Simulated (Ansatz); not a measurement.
# CuPd (Skaergaardite, Pm-3m): phonons and vibrational spectra

The cell of CuPd (Skaergaardite, Pm-3m) is at rest. What are its phonons? After the zone centre comes a 4×4×4 q mesh on a 16×16×16 k mesh.

Main program and level: Ansatz 0.2.0; DFT PBEsol, scalar-relativistic, plane waves, PAW; PAW set soft_1.

The database entry behind the starting cell differs from later determinations by our own check (about 0.35 % long), so it need not match the best structure at ambient conditions.

### Step 1. Starting point

It takes space group Pm-3m (No. 221, cubic). Conventional cell: a = 2.961 Å, b = 2.961 Å, c = 2.961 Å, α = 90.00°, β = 90.00°, γ = 90.00°. Cu has 8 Pd at 2.56 Å nearest. Nearest to Pd lie 8 Cu at 2.56 Å. Farther neighbours are not listed.

As a file:

```cif
data_structure
_symmetry_space_group_name_H-M 'Pm-3m'
_symmetry_Int_Tables_number 221
_cell_length_a 2.9610
_cell_length_b 2.9610
_cell_length_c 2.9610
_cell_angle_alpha 90.000
_cell_angle_beta 90.000
_cell_angle_gamma 90.000
_cell_volume 25.96
loop_
_atom_site_label
_atom_site_type_symbol
_atom_site_symmetry_multiplicity
_atom_site_Wyckoff_symbol
_atom_site_fract_x
_atom_site_fract_y
_atom_site_fract_z
_atom_site_occupancy
Cu1 Cu 1 a 0.00000 0.00000 0.00000 1
Pd1 Pd 1 b 0.50000 0.50000 0.50000 1
```

### Step 2. Linear response at the zone centre

The cell comes from relaxations at this level that are not shown. The zone centre comes first: it holds the modes that light can see, as far as symmetry allows. No field response is asked, since the mesh shows no gap.

The input, input.yaml:

```yaml
crystal:
  lattice:
    - [2.9609981749, 0.0, 0.0]
    - [0.0, 2.9609981749, 0.0]
    - [0.0, 0.0, 2.9609981749]
  atoms:
    - { symbol: Cu, position: [0.0, 0.0, 0.0] }
    - { symbol: Pd, position: [0.5, 0.5, 0.5] }
kpoints:
  mp_grid: { grid: [16, 16, 16] }
hamiltonian:
  xc: pbesol
  pseudopotentials: { kind: paw, azcp: { folder: soft_1 }, xc_functional: pbe }
scf:
  occupations: { method: methfessel_paxton, width: 0.2 }
output:
  eigenvalues: true
phonons:
  method: dfpt
```

Started as:

```
ansatz run input.yaml --threads 4 --pin off --max-ram 10240MiB --backend cpu --events-out ev --progress --plain --runs-dir out
```

Numbers of over 12 decimals in the logs are rounded to 6 here.

What it wrote:

```text
Engine: ansatz 0.2.0, aarch64-unknown-linux-gnu
Pseudopotentials: kind: paw
Pseudopotential: Cu, paw, valence charge 19, recommended cutoff 420 eV (normal), soft_1/Cu.paw.azcp
Pseudopotential: Pd, paw, valence charge 18, recommended cutoff 420 eV (normal), soft_1/Pd.paw.azcp
Functional definition: PBEsol
  exchange = pbesol_x
  correlation = pbesol_c
Crystal: 2 atoms, lattice volume = 25.961 Å³
Basis set: ecut = 420 eV, 485 PW (Γ), exchange–correlation on 40×40×40 points (8 copies of the dense FFT grid, shifted against one another)
Bands: 23, of which v1, the nominal top of the filled ones, is band 19 counted from 1 (18 counted from 0)
Symmetry: 48 space group operations
k-points: 405 of 4096 (irreducible under 8 space group operations, time reversal used)
Non-local potential: Cu, projectors of the file, l = 0: 3, l = 1: 2, l = 2: 3, l = 3: 1
Non-local potential: Pd, projectors of the file, l = 0: 2, l = 1: 2, l = 2: 2, l = 3: 1
PAW form: soft (Blöchl's): semilocal exchange-correlation on the pseudo side does not see the compensation charge
PAW frozen core: Cu, regenerated for the run's functional, and the local potential with it (the file was generated under x = pbe(κ = 0.804, μ = 0.219515), c = pbe(β = 0.066725))
PAW frozen core: Pd, regenerated for the run's functional, and the local potential with it (the file was generated under x = pbe(κ = 0.804, μ = 0.219515), c = pbe(β = 0.066725))
PAW one-centre angular grid: Cu, 590 points (default); XC on 64 Gauss nodes
PAW one-centre angular grid: Pd, 590 points (default); XC on 64 Gauss nodes
Initial density: superposition of atomic densities (chi_scale 0.1, normalization cell, long waves kept (reshape's long-wave potential 0.00 eV rms))
Initial wavefunctions: pseudopotential atomic-orbital guess
Functional: x = pbesol(κ = 0.804, μ = 0.123457), c = pbesol(β = 0.046)
SCF iter   1: F=—  HF=-13499.032315 eV  |F-HF|=—  |Δ(HF+E_count)|=         —  Δρ=2.28e-1  dr2=1.75e1  ethr=3.10e-3  ⟨swp⟩=4.1  Hψ=33353  notcnv=0
preconditioner: auto → none  [metal: Δε(μ)=0.014 eV  Ē_g=10.580 eV  σ=0.200 eV  W_gap=0.06  n_scr=6 (ndim 8)  ℏωp=33.4 eV  f_vac=0.000  D(μ)=2.01/eV (n_scr^D=26)  sad-step TF]
SCF iter   2: F=—  HF=-13497.136692 eV  |F-HF|=—  |Δ(HF+E_count)|=    1.90e0  S|Δr|=    0.00e0  Δρ=1.50e-1  dr2=8.15e0  ethr=3.10e-3  ⟨swp⟩=2.6  Hψ=18758  notcnv=0  defer=71
SCF iter   3: F=—  HF=-13495.879807 eV  |F-HF|=—  |Δ(HF+E_count)|=    1.26e0  S|Δr|=    0.00e0  Δρ=8.67e-2  dr2=1.10e0  ethr=3.10e-3  ⟨swp⟩=2.9  Hψ=16623  notcnv=0  defer=71
SCF iter   4: F=—  HF=-13495.699781 eV  |F-HF|=—  |Δ(HF+E_count)|=   1.80e-1  S|Δr|=    0.00e0  Δρ=1.28e-2  dr2=1.26e-2  ethr=2.97e-3  ⟨swp⟩=2.5  Hψ=17623  notcnv=0  defer=105
SCF iter   5: F=—  HF=-13495.698724 eV  |F-HF|=—  |Δ(HF+E_count)|=   1.06e-3  S|Δr|=    0.00e0  Δρ=1.78e-3  dr2=4.89e-4  ethr=3.40e-5  ⟨swp⟩=2.0  Hψ=15074  notcnv=0  defer=105
SCF iter   6: F=—  HF=-13495.698695 eV  |F-HF|=—  |Δ(HF+E_count)|=   2.97e-5  S|Δr|=    0.00e0  Δρ=2.52e-4  dr2=7.04e-6  ethr=1.32e-6  ⟨swp⟩=2.0  Hψ=13033  notcnv=0  defer=105
SCF iter   7: F=—  HF=-13495.698701 eV  |F-HF|=—  |Δ(HF+E_count)|=   6.42e-6  S|Δr|=    0.00e0  Δρ=3.67e-5  dr2=1.48e-7  ethr=1.90e-8  ⟨swp⟩=2.6  Hψ=16435  notcnv=0  defer=105
SCF iter   8: F=—  HF=-13495.698702 eV  |F-HF|=—  |Δ(HF+E_count)|=   1.09e-6  S|Δr|=    0.00e0  Δρ=5.39e-6  dr2=3.51e-9  ethr=4.01e-10  ⟨swp⟩=2.1  Hψ=13034  notcnv=0  defer=105
SCF iter   9: F=—  HF=-13495.698702 eV  |F-HF|=—  |Δ(HF+E_count)|=  5.26e-10  S|Δr|=    0.00e0  Δρ=7.05e-7  dr2=5.85e-11  ethr=9.48e-12  ⟨swp⟩=1.8  Hψ=13469  notcnv=0  defer=105
SCF iter  10: F=-13495.698702 eV  HF=-13495.698702 eV  |F-HF|=3.64e-12  |Δ(HF+E_count)|=  9.09e-12  S|Δr|=    0.00e0  Δρ=3.49e-8  dr2=1.86e-13  ethr=1.00e-12  ⟨swp⟩=6.2  Hψ=36411  notcnv=0
SCF 1 converged in 10 iterations: F = -13495.698702 eV  dr2 = 1.86e-13
  greatest PAW one-centre occupation: 1.000 electrons in one spin orbital (limit 2), on the Cu atom at site 0 (counted from 0), in its partial waves of l = 0
DFPT response loops at Γ: preconditioner auto → Kerker (q_TF=auto, 2.894 Å⁻¹) (partly filled bands, converged f_vac=0.000); β = 1.00, the filter's whole step (`scf.mixing.beta` (0.50) is not read by the response loops under this deck's `scf.mixing.preconditioner`; to damp them name `kerker` or `kerker_dos`, under which they read `scf.mixing.beta`, and type it under 1.00, their step now; both keys bind the ground state too); Broyden in place of MSR1
SCF converged after 10 iterations
Stability not checked: this state was not tested for a lower state beside it, because cold or Methfessel-Paxton smearing, or corrected tetrahedra, fill the levels in a way that the test cannot read (fill_not_monotonic; see scf.lower_state_search)
Free energy (F): -13495.698702 eV
Harris-Foulkes:  -13495.698702 eV  (|F-HF|=3.64e-12)
Internal energy: -13495.705225 eV  (E = F + TS)
E sigma→0 (E₀):  -13495.700333 eV
Entropy (-TS):   0.006522 eV (3.261 meV/atom)
Fermi energy:    18.128381 eV
Step filling:    the computed levels leave a gap of 0.0000 eV = 0.0 smearing widths at the electron count; against every level under it full and every level over it empty, smearing changes F+E_penalty+E_count by +2.642 meV and its σ→0 estimate by +1.012 meV
--- Per-component energies (eV) ---
  E_band       = -480.137903
  E_kinetic    = 711.616468
  E_local      = -6339.433934  (includes V_loc(G=0)·N_el)
  E_nonlocal   = 1265.643970
  E_hartree    = 2657.220565
  E_xc         = -206.813262
  E_vxc        = -264.368721  (∫ρ·V_xc dr)
  E_paw        = -5524.842725  (= ΣΔE_a)
  E_vpaw       = -1168.038289  (= ΣTr[D̂ρ^β])
  E_aug_tail   = 0.001432  (compensation charges beyond the density's cutoff)
  E_ewald      = -6059.606466
  E_core_change = 0.508728  (= ΣΔE_core)
  E_smearing   = 0.006522  (= −TS)
  E_closure    = -0.000000  (closes the sum)
  Σ components = -13495.698702   (vs F -13495.698702, Δ=0.00e0)
--- Band table (eV; the first three rows and the last of 405) ---
  k-point 0: bands = [... 15 lower, 17.0288, 18.0444, 18.0444, 18.0444, 27.1528, 27.1528, 27.1528, 34.3783]
  k-point 1: bands = [... 15 lower, 17.0419, 17.9693, 17.9693, 18.0217, 26.6704, 27.3139, 27.3139, 34.3160]
  k-point 2: bands = [... 15 lower, 17.0800, 17.7629, 17.7629, 17.9548, 25.5270, 27.7773, 27.7773, 34.1388]
  k-point 404: bands = [... 15 lower, 16.8997, 17.9796, 17.9796, 24.6219, 26.1757, 26.1757, 26.1757, 27.6246]
--- Phonons (Γ-DFPT): 2 representative perturbations + reference, on 405 of 4096 k-points (Σ response iterations 8) ---
  k mesh reduced under 8 symmetry operations, with k and −k counted as one. Each operation leaves every solved perturbation unchanged. A smaller set is not used because it would not reduce the number of displacements times k-points to solve
  ASR residual: 3.653e-5 → 0.000e0 eV/Å²; symmetrization residual: 3.085e-6 eV/Å²
  ASR residual per site (eV/Å²): 3.65e-5 2.29e-5
  Γ frequencies (cm⁻¹): 0.00 0.00 0.00 223.50 223.50 223.50
  non-analytic LO–TO correction: not included (Born effective charges unavailable; polar crystals: no LO–TO splitting at Γ)
```

The job ended after 21 s (4 threads of Arm Neoverse V1, shared host; peak memory 0.93 GiB).

Numbers from this step:

```yaml
volume_per_atom: 12.98 Å³
gap_on_the_k_mesh: 0 eV
sum_rule_residual_before_enforcement: 3.65e-5 eV/Å²
point_group: m-3m
highest_optical_mode_at_the_zone_centre_no_lo_to_term: 223.5 cm⁻¹
lowest_optical_zone_centre_mode: 223.5 cm⁻¹
```

Patterns of degenerate modes are one choice out of their space. The modes at Γ (shares of kinetic energy by element, %):

```
mode  frequency (cm⁻¹)  symmetry  Cu %  Pd %
   1               0.0  acoustic    37    63
   2               0.0  acoustic    37    63
   3               0.0  acoustic    37    63
   4             223.5       T1u    63    37
   5             223.5       T1u    63    37
   6             223.5       T1u    63    37
```

Displacements in mode 5 (223.5 cm⁻¹), the largest set to 1:
```
Cu1  0.00  0.00  1.00
Pd2  0.00  0.00 -0.60
```

Before it was imposed, the acoustic sum rule was missed by 3.7e-5 eV/Å². Small misses are needed for a sound result but don't prove that mesh and cutoff are converged. The lowest optical mode is real, 224 cm⁻¹.

[end of part 1 of 3]

[Logs are printed without paths, hosts, clocks, repeated set-up lines and the standing remarks that a program may print on its own settings, such as how far it seeks lower states.]

[Hosts, paths, dates, database ids (printed as entryN), source tags and the programs' standing remarks are cut or masked in the printed files.]
